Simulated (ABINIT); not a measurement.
# NbInS3 (Pm-3m): zone-centre phonons, part 3 of 4

Which modes does NbInS3 (Pm-3m) have at the zone centre?

ABINIT 10.8.3; DFT PBEsol, scalar-relativistic, plane waves, PseudoDojo norm-conserving pseudopotentials.

So far. Step 4 (Relaxing the cell and atoms): The volume changes by +0.8 % in this run and stands -3.6 % from the first cell. Step 6 (Linear response at Γ): The acoustic modes at Γ come out as far as 4.0 cm⁻¹ from zero, where they should vanish, a small numerical error. The lowest optical mode is imaginary, 34i cm⁻¹, an instability at this level and on this k mesh. The relaxed cell has a = 4.801 Å (conventional setting).

The structure was built from a prototype and need not be the compound's stable phase.

### 7. Zone-centre analysis

anaddb reads the merged derivatives and imposes the acoustic sum rule.

Contents of anaddb.abi:

```
ddb_filepath "gamma_DDB"
output_file "anaddb.abo"
outdata_prefix "anaddb"
asr 1
chneut 1
enunit 2
eivec 1
nph1l 1
qph1l 0.0 0.0 0.0 1.0
```

Contents of mrgddb.in:

```
gamma_DDB
merged
2
dfpt_gammao_DDB
gso_DDB
```

Started as:

```
> mrgddb < mrgddb.in > mrgddb.log
> OMP_NUM_THREADS=1 anaddb anaddb.abi > anaddb.log
```

anaddb.abo, the main output file:

```text
-outvars_anaddb: echo values of input variables ----------------------

 Miscellaneous information :
      enunit         2
       eivec         1
         asr         1
 First list of wavevector (reduced coord.) :
       nph1l         1
       qph1l
                     0.00000000E+00  0.00000000E+00  0.00000000E+00    1.000E+00

================================================================================

 read the DDB information and perform some checks

  ==== Info on the Cryst% object ====
 Real(R)+Recip(G) space primitive vectors, cartesian coordinates (Bohr,Bohr^-1):
 R(1)=  9.0728461  0.0000000  0.0000000  G(1)=  0.1102190  0.0000000  0.0000000
 R(2)=  0.0000000  9.0728461  0.0000000  G(2)=  0.0000000  0.1102190  0.0000000
 R(3)=  0.0000000  0.0000000  9.0728461  G(3)=  0.0000000  0.0000000  0.1102190
 Unit cell volume ucvol=  7.4684526E+02 bohr^3
 Angles (23,13,12)=  9.00000000E+01  9.00000000E+01  9.00000000E+01 degrees
 Time-reversal symmetry is present
 Reduced atomic positions [iatom, xred, symbol]:
    1)    0.0000000  0.0000000  0.0000000  In
    2)    0.5000000  0.5000000  0.5000000  Nb
    3)    0.5000000  0.5000000  0.0000000   S
    4)    0.5000000  0.0000000  0.5000000   S
    5)    0.0000000  0.5000000  0.5000000   S

 DDB file with 3 blocks has been read.

================================================================================

 Treat the first list of vectors

  Phonon wavevector (reduced coordinates) :  0.00000  0.00000  0.00000
 Phonon energies in Hartree :
  -1.569807E-04 -1.569807E-04 -1.569807E-04  0.000000E+00  0.000000E+00
   0.000000E+00  4.337770E-04  4.337770E-04  4.337770E-04  4.470663E-04
   4.470663E-04  4.470663E-04  1.543546E-03  1.543546E-03  1.543546E-03
 Phonon energies in meV     :
- -4.271662E+00 -4.271662E+00 -4.271662E+00  0.000000E+00  0.000000E+00
-  0.000000E+00  1.180367E+01  1.180367E+01  1.180367E+01  1.216529E+01
-  1.216529E+01  1.216529E+01  4.200201E+01  4.200201E+01  4.200201E+01
 Phonon frequencies in cm-1    :
- -3.445328E+01 -3.445328E+01 -3.445328E+01  0.000000E+00  0.000000E+00
-  0.000000E+00  9.520304E+01  9.520304E+01  9.520304E+01  9.811970E+01
-  9.811970E+01  9.811970E+01  3.387691E+02  3.387691E+02  3.387691E+02
 Phonon frequencies in Thz     :
- -1.032883E+00 -1.032883E+00 -1.032883E+00  0.000000E+00  0.000000E+00
-  0.000000E+00  2.854115E+00  2.854115E+00  2.854115E+00  2.941555E+00
-  2.941555E+00  2.941555E+00  1.015604E+01  1.015604E+01  1.015604E+01
 Phonon energies in Kelvin  :
- -4.957058E+01 -4.957058E+01 -4.957058E+01  0.000000E+00  0.000000E+00
-  0.000000E+00  1.369759E+02  1.369759E+02  1.369759E+02  1.411724E+02
-  1.411724E+02  1.411724E+02  4.874131E+02  4.874131E+02  4.874131E+02

 Eigendisplacements
 (will be given, for each mode : in cartesian coordinates
   for each atom the real part of the displacement vector,
   then the imaginary part of the displacement vector - absolute values smaller than 1.0d-7 are set to zero)
  Mode number    1   Energy   -1.569807E-04
 Attention : low frequency mode.
   (Could be unstable or acoustic mode)
-  1  0.00000000E+00  0.00000000E+00 -1.68442935E-03
-     0.00000000E+00  0.00000000E+00  0.00000000E+00
-  2  0.00000000E+00  0.00000000E+00  6.82373648E-04
-     0.00000000E+00  0.00000000E+00  0.00000000E+00
-  3  0.00000000E+00  0.00000000E+00  1.06795444E-03
-     0.00000000E+00  0.00000000E+00  0.00000000E+00
-  4  0.00000000E+00  0.00000000E+00  1.49307842E-03
-     0.00000000E+00  0.00000000E+00  0.00000000E+00
-  5  0.00000000E+00  0.00000000E+00  1.49307842E-03
-     0.00000000E+00  0.00000000E+00  0.00000000E+00
  Mode number    2   Energy   -1.569807E-04
 Attention : low frequency mode.
   (Could be unstable or acoustic mode)
-  1  0.00000000E+00  1.68442935E-03  0.00000000E+00
-     0.00000000E+00  0.00000000E+00  0.00000000E+00
-  2  0.00000000E+00 -6.82373648E-04  0.00000000E+00
-     0.00000000E+00  0.00000000E+00  0.00000000E+00
-  3  0.00000000E+00 -1.49307842E-03  0.00000000E+00
-     0.00000000E+00  0.00000000E+00  0.00000000E+00
-  4  0.00000000E+00 -1.06795444E-03  0.00000000E+00
-     0.00000000E+00  0.00000000E+00  0.00000000E+00
-  5  0.00000000E+00 -1.49307842E-03  0.00000000E+00
-     0.00000000E+00  0.00000000E+00  0.00000000E+00
  Mode number    3   Energy   -1.569807E-04
 Attention : low frequency mode.
   (Could be unstable or acoustic mode)
-  1  1.68442935E-03  0.00000000E+00  0.00000000E+00
-     0.00000000E+00  0.00000000E+00  0.00000000E+00
-  2 -6.82373648E-04  0.00000000E+00  0.00000000E+00
-     0.00000000E+00  0.00000000E+00  0.00000000E+00
-  3 -1.49307842E-03  0.00000000E+00  0.00000000E+00
-     0.00000000E+00  0.00000000E+00  0.00000000E+00
-  4 -1.49307842E-03  0.00000000E+00  0.00000000E+00
-     0.00000000E+00  0.00000000E+00  0.00000000E+00
-  5 -1.06795444E-03  0.00000000E+00  0.00000000E+00
-     0.00000000E+00  0.00000000E+00  0.00000000E+00
  Mode number    4   Energy    0.000000E+00
 Attention : low frequency mode.
   (Could be unstable or acoustic mode)
-  1  0.00000000E+00  0.00000000E+00  1.34346374E-03
-     0.00000000E+00  0.00000000E+00  0.00000000E+00
-  2  0.00000000E+00  0.00000000E+00  1.34348063E-03
-     0.00000000E+00  0.00000000E+00  0.00000000E+00
-  3  0.00000000E+00  0.00000000E+00  1.34352349E-03
-     0.00000000E+00  0.00000000E+00  0.00000000E+00
-  4  0.00000000E+00  0.00000000E+00  1.34357401E-03
-     0.00000000E+00  0.00000000E+00  0.00000000E+00
-  5  0.00000000E+00  0.00000000E+00  1.34357401E-03
-     0.00000000E+00  0.00000000E+00  0.00000000E+00
  Mode number    5   Energy    0.000000E+00
 Attention : low frequency mode.
   (Could be unstable or acoustic mode)
-  1  0.00000000E+00 -1.34346374E-03  0.00000000E+00
-     0.00000000E+00  0.00000000E+00  0.00000000E+00
-  2  0.00000000E+00 -1.34348063E-03  0.00000000E+00
-     0.00000000E+00  0.00000000E+00  0.00000000E+00
-  3  0.00000000E+00 -1.34357401E-03  0.00000000E+00
-     0.00000000E+00  0.00000000E+00  0.00000000E+00
-  4  0.00000000E+00 -1.34352349E-03  0.00000000E+00
-     0.00000000E+00  0.00000000E+00  0.00000000E+00
-  5  0.00000000E+00 -1.34357401E-03  0.00000000E+00
-     0.00000000E+00  0.00000000E+00  0.00000000E+00
  Mode number    6   Energy    0.000000E+00
 Attention : low frequency mode.
   (Could be unstable or acoustic mode)
-  1  1.34346374E-03  0.00000000E+00  0.00000000E+00
-     0.00000000E+00  0.00000000E+00  0.00000000E+00
-  2  1.34348063E-03  0.00000000E+00  0.00000000E+00
-     0.00000000E+00  0.00000000E+00  0.00000000E+00
-  3  1.34357401E-03  0.00000000E+00  0.00000000E+00
-     0.00000000E+00  0.00000000E+00  0.00000000E+00
-  4  1.34357401E-03  0.00000000E+00  0.00000000E+00
-     0.00000000E+00  0.00000000E+00  0.00000000E+00
-  5  1.34352349E-03  0.00000000E+00  0.00000000E+00
-     0.00000000E+00  0.00000000E+00  0.00000000E+00
  Mode number    7   Energy    4.337770E-04
-  1  0.00000000E+00  0.00000000E+00  3.68155783E-04
-     0.00000000E+00  0.00000000E+00  0.00000000E+00
-  2  0.00000000E+00  0.00000000E+00 -1.78343492E-03
-     0.00000000E+00  0.00000000E+00  0.00000000E+00
-  3  0.00000000E+00  0.00000000E+00 -2.06449270E-07
-     0.00000000E+00  0.00000000E+00  0.00000000E+00
-  4  0.00000000E+00  0.00000000E+00  1.92445906E-03
-     0.00000000E+00  0.00000000E+00  0.00000000E+00
-  5  0.00000000E+00  0.00000000E+00  1.92445906E-03
-     0.00000000E+00  0.00000000E+00  0.00000000E+00
  Mode number    8   Energy    4.337770E-04
-  1  0.00000000E+00 -3.68155783E-04  0.00000000E+00
-     0.00000000E+00  0.00000000E+00  0.00000000E+00
-  2  0.00000000E+00  1.78343492E-03  0.00000000E+00
-     0.00000000E+00  0.00000000E+00  0.00000000E+00
-  3  0.00000000E+00 -1.92445906E-03  0.00000000E+00
-     0.00000000E+00  0.00000000E+00  0.00000000E+00
-  4  0.00000000E+00  2.06449270E-07  0.00000000E+00
-     0.00000000E+00  0.00000000E+00  0.00000000E+00
-  5  0.00000000E+00 -1.92445906E-03  0.00000000E+00
-     0.00000000E+00  0.00000000E+00  0.00000000E+00
  Mode number    9   Energy    4.337770E-04
-  1  3.68155783E-04  0.00000000E+00  0.00000000E+00
-     0.00000000E+00  0.00000000E+00  0.00000000E+00
-  2 -1.78343492E-03  0.00000000E+00  0.00000000E+00
-     0.00000000E+00  0.00000000E+00  0.00000000E+00
-  3  1.92445906E-03  0.00000000E+00  0.00000000E+00
-     0.00000000E+00  0.00000000E+00  0.00000000E+00
-  4  1.92445906E-03  0.00000000E+00  0.00000000E+00
-     0.00000000E+00  0.00000000E+00  0.00000000E+00
-  5 -2.06449270E-07  0.00000000E+00  0.00000000E+00
-     0.00000000E+00  0.00000000E+00  0.00000000E+00
  Mode number   10   Energy    4.470663E-04
-  1  0.00000000E+00  0.00000000E+00  0.00000000E+00
-     0.00000000E+00  0.00000000E+00  0.00000000E+00
-  2  0.00000000E+00  0.00000000E+00  0.00000000E+00
-     0.00000000E+00  0.00000000E+00  0.00000000E+00
-  3  0.00000000E+00  0.00000000E+00  0.00000000E+00
-     0.00000000E+00  0.00000000E+00  0.00000000E+00
-  4  0.00000000E+00  0.00000000E+00  2.92470830E-03
-     0.00000000E+00  0.00000000E+00  0.00000000E+00
-  5  0.00000000E+00  0.00000000E+00 -2.92470830E-03
-     0.00000000E+00  0.00000000E+00  0.00000000E+00
  Mode number   11   Energy    4.470663E-04
-  1  0.00000000E+00  0.00000000E+00  0.00000000E+00
-     0.00000000E+00  0.00000000E+00  0.00000000E+00
-  2  0.00000000E+00  0.00000000E+00  0.00000000E+00
-     0.00000000E+00  0.00000000E+00  0.00000000E+00
-  3  0.00000000E+00  2.92470830E-03  0.00000000E+00
-     0.00000000E+00  0.00000000E+00  0.00000000E+00
-  4  0.00000000E+00  0.00000000E+00  0.00000000E+00
-     0.00000000E+00  0.00000000E+00  0.00000000E+00
-  5  0.00000000E+00 -2.92470830E-03  0.00000000E+00
-     0.00000000E+00  0.00000000E+00  0.00000000E+00
  Mode number   12   Energy    4.470663E-04
-  1  0.00000000E+00  0.00000000E+00  0.00000000E+00
-     0.00000000E+00  0.00000000E+00  0.00000000E+00
-  2  0.00000000E+00  0.00000000E+00  0.00000000E+00
-     0.00000000E+00  0.00000000E+00  0.00000000E+00
-  3  2.92470830E-03  0.00000000E+00  0.00000000E+00
-     0.00000000E+00  0.00000000E+00  0.00000000E+00
-  4 -2.92470830E-03  0.00000000E+00  0.00000000E+00
-     0.00000000E+00  0.00000000E+00  0.00000000E+00
-  5  0.00000000E+00  0.00000000E+00  0.00000000E+00
-     0.00000000E+00  0.00000000E+00  0.00000000E+00
  Mode number   13   Energy    1.543546E-03
-  1  0.00000000E+00  0.00000000E+00  1.59576109E-06
-     0.00000000E+00  0.00000000E+00  0.00000000E+00
-  2  0.00000000E+00  0.00000000E+00  6.73378502E-04
-     0.00000000E+00  0.00000000E+00  0.00000000E+00
-  3  0.00000000E+00  0.00000000E+00 -3.76327718E-03
-     0.00000000E+00  0.00000000E+00  0.00000000E+00
-  4  0.00000000E+00  0.00000000E+00  9.03272738E-04
-     0.00000000E+00  0.00000000E+00  0.00000000E+00
-  5  0.00000000E+00  0.00000000E+00  9.03272738E-04
-     0.00000000E+00  0.00000000E+00  0.00000000E+00
  Mode number   14   Energy    1.543546E-03
-  1  0.00000000E+00 -1.59576108E-06  0.00000000E+00
-     0.00000000E+00  0.00000000E+00  0.00000000E+00
-  2  0.00000000E+00 -6.73378501E-04  0.00000000E+00
-     0.00000000E+00  0.00000000E+00  0.00000000E+00
-  3  0.00000000E+00 -9.03272736E-04  0.00000000E+00
-     0.00000000E+00  0.00000000E+00  0.00000000E+00
-  4  0.00000000E+00  3.76327718E-03  0.00000000E+00
-     0.00000000E+00  0.00000000E+00  0.00000000E+00
-  5 -1.92443167E-07 -9.03272736E-04  0.00000000E+00
-     0.00000000E+00  0.00000000E+00  0.00000000E+00
  Mode number   15   Energy    1.543546E-03
-  1  1.59576108E-06  0.00000000E+00  0.00000000E+00
-     0.00000000E+00  0.00000000E+00  0.00000000E+00
-  2  6.73378501E-04  0.00000000E+00  0.00000000E+00
-     0.00000000E+00  0.00000000E+00  0.00000000E+00
-  3  9.03272736E-04  0.00000000E+00  0.00000000E+00
-     0.00000000E+00  0.00000000E+00  0.00000000E+00
-  4  9.03272736E-04 -1.92443167E-07  0.00000000E+00
-     0.00000000E+00  0.00000000E+00  0.00000000E+00
-  5 -3.76327718E-03  0.00000000E+00  0.00000000E+00
-     0.00000000E+00  0.00000000E+00  0.00000000E+00

 Analysis of degeneracies and characters (maximum tolerance=1.00E-06 a.u.)
 For each vibration mode, or group of modes if degenerate,
 the characters are given for each symmetry operation (see the list in the log file).
 Symmetry characters of vibration mode #   1
       degenerate with vibration modes #   2 to    3
  3.0 -3.0 -1.0  1.0 -1.0  1.0 -1.0  1.0  1.0 -1.0 -1.0  1.0  1.0 -1.0 -1.0  1.0
  0.0 -0.0  0.0 -0.0 -0.0  0.0 -0.0  0.0  1.0 -1.0 -1.0  1.0 -1.0  1.0  1.0 -1.0
  0.0 -0.0 -0.0  0.0 -0.0  0.0  0.0 -0.0  1.0 -1.0  1.0 -1.0 -1.0  1.0 -1.0  1.0
 Symmetry characters of vibration mode #   4
       degenerate with vibration modes #   5 to    6
  3.0 -3.0 -1.0  1.0 -1.0  1.0 -1.0  1.0  1.0 -1.0 -1.0  1.0  1.0 -1.0 -1.0  1.0
  0.0 -0.0  0.0 -0.0 -0.0  0.0 -0.0  0.0  1.0 -1.0 -1.0  1.0 -1.0  1.0  1.0 -1.0
  0.0 -0.0 -0.0  0.0 -0.0  0.0  0.0 -0.0  1.0 -1.0  1.0 -1.0 -1.0  1.0 -1.0  1.0
 Symmetry characters of vibration mode #   7
       degenerate with vibration modes #   8 to    9
  3.0 -3.0 -1.0  1.0 -1.0  1.0 -1.0  1.0  1.0 -1.0 -1.0  1.0  1.0 -1.0 -1.0  1.0
  0.0 -0.0  0.0 -0.0 -0.0  0.0 -0.0  0.0  1.0 -1.0 -1.0  1.0 -1.0  1.0  1.0 -1.0
  0.0 -0.0 -0.0  0.0 -0.0  0.0  0.0 -0.0  1.0 -1.0  1.0 -1.0 -1.0  1.0 -1.0  1.0
 Symmetry characters of vibration mode #  10
       degenerate with vibration modes #  11 to   12
  3.0 -3.0 -1.0  1.0 -1.0  1.0 -1.0  1.0 -1.0  1.0  1.0 -1.0 -1.0  1.0  1.0 -1.0
  0.0 -0.0  0.0 -0.0 -0.0  0.0 -0.0  0.0 -1.0  1.0  1.0 -1.0  1.0 -1.0 -1.0  1.0
  0.0 -0.0 -0.0  0.0 -0.0  0.0  0.0 -0.0 -1.0  1.0 -1.0  1.0  1.0 -1.0  1.0 -1.0
 Symmetry characters of vibration mode #  13
       degenerate with vibration modes #  14 to   15
  3.0 -3.0 -1.0  1.0 -1.0  1.0 -1.0  1.0  1.0 -1.0 -1.0  1.0  1.0 -1.0 -1.0  1.0
  0.0 -0.0  0.0 -0.0 -0.0  0.0 -0.0  0.0  1.0 -1.0 -1.0  1.0 -1.0  1.0  1.0 -1.0
  0.0 -0.0 -0.0  0.0 -0.0  0.0  0.0 -0.0  1.0 -1.0  1.0 -1.0 -1.0  1.0 -1.0  1.0
-
```

It took 0.52 s on 1 thread of Arm Neoverse V2, shared host.

Read from the output:

| Item | Value |
| --- | --- |
| lowest optical zone-centre mode | -34.45 cm⁻¹ |

No LO-TO term; unit eigenvectors of the mass-weighted matrix, from anaddb's displacements. Modes at Γ, with each element's share of the kinetic energy (negative means imaginary):

| mode | frequency (cm⁻¹) | symmetry | In % | Nb % | S % |
| --- | --- | --- | --- | --- | --- |
| 1 | -34.5 | T1u | 59 | 8 | 33 |
| 2 | -34.5 | T1u | 59 | 8 | 33 |
| 3 | -34.5 | T1u | 59 | 8 | 33 |
| 4 | 0.0 | acoustic | 38 | 31 | 32 |
| 5 | 0.0 | acoustic | 38 | 31 | 32 |
| 6 | 0.0 | acoustic | 38 | 31 | 32 |
| 7 | 95.2 | T1u | 3 | 54 | 43 |
| 8 | 95.2 | T1u | 3 | 54 | 43 |
| 9 | 95.2 | T1u | 3 | 54 | 43 |
| 10 | 98.1 | T2u | 0 | 0 | 100 |
| 11 | 98.1 | T2u | 0 | 0 | 100 |
| 12 | 98.1 | T2u | 0 | 0 | 100 |
| 13 | 338.8 | T1u | 0 | 8 | 92 |
| 14 | 338.8 | T1u | 0 | 8 | 92 |
| 15 | 338.8 | T1u | 0 | 8 | 92 |

Displacements in mode 1 (-34.5 cm⁻¹), the largest set to 1:
```
In1  0.00  0.00 -1.00
Nb2  0.00  0.00  0.41
S3   0.00  0.00  0.63
S4   0.00  0.00  0.89
S5   0.00  0.00  0.89
```

Displacements in mode 13 (338.8 cm⁻¹), the largest set to 1:
```
In1  0.00  0.00  0.00
Nb2  0.00  0.00  0.18
S3   0.00  0.00 -1.00
S4   0.00  0.00  0.24
S5   0.00  0.00  0.24
```

The rule moves no optical mode by more than 0.3 cm⁻¹.

(Part 3 of 4 ends here.)

[Host names and launcher messages were left out of these logs when they were recorded.]

[Logs are printed without paths, hosts, clocks, repeated set-up lines and the standing remarks that a program may print on its own settings, such as how far it seeks lower states.]

[Hosts, paths, dates, database ids (printed as entryN), source tags and the programs' standing remarks are cut or masked in the printed files.]
